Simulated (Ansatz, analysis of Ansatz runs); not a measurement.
# F+ centre in corundum: optical absorption band against experiment, part 2 of 2

Subject: F+ centre in corundum. Wanted: its optical absorption band, in one set-up (r2SCAN, 120-site cell, r2SCAN lattice, 500 eV, k: the zone centre alone). The model is a cell of 120 host atoms with 1 O taken out. The excitation energy is a difference of total energies with one electron moved up within one spin channel. A meta-GGA costs about twice a GGA and mends lattice constants and part of the gap.

Ansatz 0.2.0; r2SCAN, 120-site cell, r2SCAN lattice, 500 eV, k: the zone centre alone.

So far: The structure; Relaxation, charge +1.

## 3. Ground state

Both spins' levels are needed to pick the two between which the electron moves, so the ground state is solved with empty bands.

This step: plane-wave PAW DFT, r2SCAN; single point of a defect supercell.

ground/input.yaml

```yaml
crystal:
  lattice:
    - [9.51785944, 0.0, 0.0]
    - [-4.75892972, 8.24270807, 0.0]
    - [0.0, 0.0, 12.99524584]
  atoms:
    - { symbol: Al, position: [-0.000703463, -0.001622406, 0.351558647] }
    - { symbol: Al, position: [0.166348975, 0.332918861, 0.01832966] }
[... 5 atom lines left out ...]
    - { symbol: Al, position: [0.159509815, 0.325010917, 0.309670302] }
[... 2 atom lines left out ...]
    - { symbol: Al, position: [0.15834425, 0.326176481, 0.523663031] }
[... 6 atom lines left out ...]
    - { symbol: O, position: [0.333270186, 0.323665936, 0.58062171] }
[... 2 atom lines left out ...]
    - { symbol: O, position: [0.346855942, 0.348311256, 0.25194444] }
    - { symbol: O, position: [0.021051555, 0.336838414, 0.417160236] }
[... 3 atom lines left out ...]
    - { symbol: O, position: [0.170171747, 0.187718221, 0.416173097] }
[... 8 atom lines left out ...]
    - { symbol: Al, position: [0.334630611, 0.677298192, 0.486687314] }
[... 6 atom lines left out ...]
    - { symbol: O, position: [0.156999269, 0.499936852, 0.252711623] }
[... 1 atom line left out ...]
    - { symbol: O, position: [0.484989242, 0.666165457, 0.581540001] }
[... 4 atom lines left out ...]
    - { symbol: O, position: [0.18164459, 0.513522608, 0.581388893] }
[... 40 atom lines left out ...]
    - { symbol: Al, position: [0.510631525, 0.501297277, 0.34664602] }
[... 14 atom lines left out ...]
    - { symbol: O, position: [0.499498791, 0.651655908, 0.251793332] }
[... 13 atom lines left out ...]
    - { symbol: O, position: [0.986657403, 0.819270883, 0.083487969] }
total_charge: 1
basis:
  ecutwfc: 500
  xc_grid: 2
hamiltonian:
  xc: r2scan
kpoints:
  mp_grid: { grid: [1, 1, 1] }
magnetization:
  spin_polarized: true
  initial_magnetization: 1
  spin_locking: { lock_magnetization: hard }
scf:
  occupations: { method: fermi_dirac, width: 0.01 }
  max_iter: 120
  n_extra_bands: 20
  lower_state_search: "off"
output:
  forces: true
  eigenvalues: true
  eigenstates: { localisation: true }
checkpoint:
  read: "../relax.run"
  write: "../ground.run"
  compress: false
  write_wavefunctions: true
  write_every: 100000
```

The run is started by

```sh
$ ansatz run input.yaml --threads 4 --pin off --max-ram 7536MiB --backend cpu --events-out ev --progress --plain --runs-dir out
```

Numbers of over 12 decimals in the logs are rounded to 6 here.

What it wrote:

```text
[...]
Warning: the band count 305 (scf.n_extra_bands) hosts the net moment |M| = 1.0000 μB (N_el = 569) but caps the reachable moment at 2·n_bands − N_el = 41.0000 μB, below the 404 bands that the automatic rule leaves for it — a moment growing past the seed, or [...]
[...]
Crystal: 119 atoms, lattice volume = 1019.515 Å³
Basis set: ecut = 500 eV, 25925 PW (Γ), exchange–correlation on 144×144×192 points (8 copies of the dense FFT grid, shifted against one another)
Bands: 305, of which v1, the nominal top of the filled ones, is band 285 counted from 1 (284 counted from 0)
Symmetry: 2 space group operations
[...]
k-points: 1
[...]
--- Forces (eV/Å), atoms counted from 1 ---
  atom   1  Al     0.00052126     0.00063034     0.00036437
  atom   2  Al    -0.00039885     0.00024706    -0.00042207
  [... 5 atoms left out ...]
  atom   8  Al     0.00071345     0.00011053     0.00311715
  [... 2 atoms left out ...]
  atom  11  Al    -0.00026100     0.00067313    -0.00311715
  [... 6 atoms left out ...]
  atom  18  O     -0.00049672     0.00061071     0.00007032
  [... 2 atoms left out ...]
  atom  21  O      0.00083308    -0.00015012    -0.00064515
  atom  22  O     -0.00056764    -0.00098802    -0.00094083
  [... 3 atoms left out ...]
  atom  26  O     -0.00057183    -0.00098560     0.00094083
  [... 8 atoms left out ...]
  atom  35  Al    -0.00242283     0.00075513     0.00194859
  [... 6 atoms left out ...]
  atom  42  O      0.00077725    -0.00012482    -0.00007032
  [... 6 atoms left out ...]
  atom  49  O     -0.00054655     0.00064641     0.00064515
  [... 40 atoms left out ...]
  atom  90  Al     0.00186537    -0.00172067    -0.00194859
  [... 29 atoms left out ...]
  max |Σ_I F_I| component: 1.80e-3 eV/Å
--- Band table (eV) ---
[...]
[key lines of the parts left out:]
SCF converged after 2 iterations
Magnetization: 1.0000 μB (285.0000 up, 284.0000 down)
Free energy (F): -66524.491092 eV
Fermi energy:    10.676729 (↑ 12.131592, ↓ 9.461813) eV
```

Run time: 18 s. Hardware: 4 threads of Arm Neoverse V2, shared host; peak memory 2.5 GiB; 71 s of CPU time.

Numbers from this step:

```
free energy                           : -66524.4911 eV
total moment                          : 1 μB
integral of the absolute spin density : 1.068 μB
spin contamination                    : 0.002070
```

States next to the filling edge at the first k-point, on the run's own zero (eigenstates.tsv). The participation number counts the atoms that a state is spread over, of 119; bands count from 0.

| spin | band | energy (eV) | occupation | participation | largest share on | share |
| --- | --- | --- | --- | --- | --- | --- |
| down | 278 | 7.033 | 1.00 | 45.1 | O58 | 0.05 |
| down | 279 | 7.077 | 1.00 | 53.7 | O27 | 0.03 |
| down | 280 | 7.077 | 1.00 | 52.4 | O52 | 0.04 |
| down | 281 | 7.237 | 1.00 | 50.1 | O48 | 0.04 |
| down | 282 | 7.238 | 1.00 | 50.2 | O103 | 0.03 |
| down | 283 | 7.251 | 1.00 | 75.3 | O58 | 0.02 |
| down | 284 | 11.668 | 0.00 | 10.4 | Al35 | 0.18 |
| down | 285 | 14.642 | 0.00 | 116.0 | Al35 | 0.01 |
| down | 286 | 15.513 | 0.00 | 21.9 | Al35 | 0.12 |
| down | 287 | 15.995 | 0.00 | 25.1 | Al35 | 0.12 |
| down | 288 | 16.060 | 0.00 | 31.1 | Al8 | 0.07 |
| up | 279 | 7.072 | 1.00 | 51.5 | O52 | 0.04 |
| up | 280 | 7.073 | 1.00 | 53.2 | O27 | 0.03 |
| up | 281 | 7.236 | 1.00 | 49.3 | O48 | 0.04 |
| up | 282 | 7.236 | 1.00 | 49.1 | O103 | 0.03 |
| up | 283 | 7.247 | 1.00 | 74.6 | O58 | 0.02 |
| up | 284 | 9.685 | 1.00 | 9.9 | Al35 | 0.19 |
| up | 285 | 14.578 | 0.00 | 117.4 | O108 | 0.01 |
| up | 286 | 14.743 | 0.00 | 8.3 | Al35 | 0.22 |
| up | 287 | 15.406 | 0.00 | 11.6 | Al8 | 0.14 |
| up | 288 | 15.717 | 0.00 | 44.5 | Al35 | 0.06 |
| up | 289 | 16.076 | 0.00 | 99.8 | O58 | 0.02 |

Under r2SCAN at the zone centre alone, the highest filled state is spin up, spread over 10 of 119 atoms, and the lowest empty one, 1.98 eV above it, is spin down, spread over 10 of 119 atoms.

The atoms' spheres hold 0.28 of the 1 μB, none over 0.03 μB.

## 4. Excited state at the ground state's structure

One electron is moved to the upper level and held there by its overlap; at the ground state's structure the energy difference is the vertical absorption.

This step: plane-wave PAW DFT, r2SCAN; single point of a defect supercell.

excited/input.yaml, as its differences from ground/input.yaml of step 3:

```diff
@@ -46,4 +46,9 @@
 scf:
-  occupations: { method: fermi_dirac, width: 0.01 }
-  max_iter: 120
+  occupations:
+    method: fermi_dirac
+    width: 0.01
+    excite:
+      from: { channel: up, k: 0, band: v1, track: overlap }
+      to: { channel: up, k: 0, band: c1, track: overlap }
+  max_iter: 150
   n_extra_bands: 20
@@ -52,7 +57,5 @@
   forces: true
-  eigenvalues: true
-  eigenstates: { localisation: true }
 checkpoint:
-  read: "../relax.run"
-  write: "../ground.run"
+  read: "../ground.run"
+  write: "../excited.run"
   compress: false
```

What it wrote:

```text
[...]
Crystal: 119 atoms, lattice volume = 1019.515 Å³
Basis set: ecut = 500 eV, 25925 PW (Γ), exchange–correlation on 144×144×192 points (8 copies of the dense FFT grid, shifted against one another)
Bands: 305, of which v1, the nominal top of the filled ones, is band 285 counted from 1 (284 counted from 0)
Symmetry: 2 space group operations
[...]
k-points: 1
Excitation: hole v1 ↑ at k 0, (0, 0, 0); particle c1 ↑ at k 0, (0, 0, 0); 1.000000e0 electrons a cell; the bands as a deck names them, k counted from 0 among the points solved; in brackets its point in fractional reciprocal coordinates
[...]
atom   1  Al    -0.12911736    -0.36796245    -0.35908842
  atom   2  Al    -0.05466355    -0.06081890    -0.19351411
  [... 5 atoms left out ...]
  atom   8  Al    -1.06251323    -1.62217668    -1.68179264
  [... 2 atoms left out ...]
  atom  11  Al    -0.87358960    -1.73125178     1.68179264
  [... 6 atoms left out ...]
  atom  18  O     -0.46232967     0.53475716    -0.86777573
  [... 2 atoms left out ...]
  atom  21  O     -0.57300451     0.68585423     1.19484909
  atom  22  O      1.05880270     0.69674316    -0.08895381
  [... 3 atoms left out ...]
  atom  26  O      0.07399593     1.26532162     0.08895381
  [... 8 atoms left out ...]
  atom  35  Al    -1.33443313     2.49157054     1.52863362
  [... 6 atoms left out ...]
  atom  42  O      0.69427812    -0.13301066     0.86777573
  [... 6 atoms left out ...]
  atom  49  O      0.88046944    -0.15330935    -1.19484909
  [... 40 atoms left out ...]
  atom  90  Al     2.82497995     0.09013228    -1.52863362
  [... 29 atoms left out ...]
  max |Σ_I F_I| component: 1.86e-3 eV/Å
--- Band table (eV) ---
[...]
[key lines of the parts left out:]
Converged-ψ floor refinement (derivative, response, wavefunction or occupation consumer): ⟨swp⟩=2.0  Hψ=1256  notcnv=0
SCF converged after 20 iterations
Magnetization: 1.0000 μB (285.0000 up, 284.0000 down)
Free energy (F): -66519.122109 eV
Fermi energy:    8.412202 (↑ 10.703994, ↓ 8.410510) eV  (of the remaining states, beside the excitation)
```

Wall time 72 s (4 threads); peak memory 2.7 GiB.

Numbers from this step:

| Quantity | Value |
| --- | --- |
| free energy | -66519.1221 eV |
| total moment | 1 μB |
| integral of the absolute spin density | 1.043 μB |
| spin contamination | 1.65e-4 |

## 5. Outcome

The level that takes the electron spreads over a large part of the cell (117 of 119 atoms): it is diffuse or a band state, and this cell can't show whether it is bound to the centre. For the record: Vertical absorption energy: computed 5.37 eV, measured 4.8 eV (lower of two bands); 0.57 eV above the measurement.

[Logs are printed without paths, hosts, clocks, repeated set-up lines and the standing remarks that a program may print on its own settings, such as how far it seeks lower states.]

[Hosts, paths, dates, database ids (printed as entryN), source tags and the programs' standing remarks are cut or masked in the printed files.]

[For some hosts the program warned that the k-mesh of the response run may be too coarse for force constants and the static dielectric constant; such warnings are not shown here.]
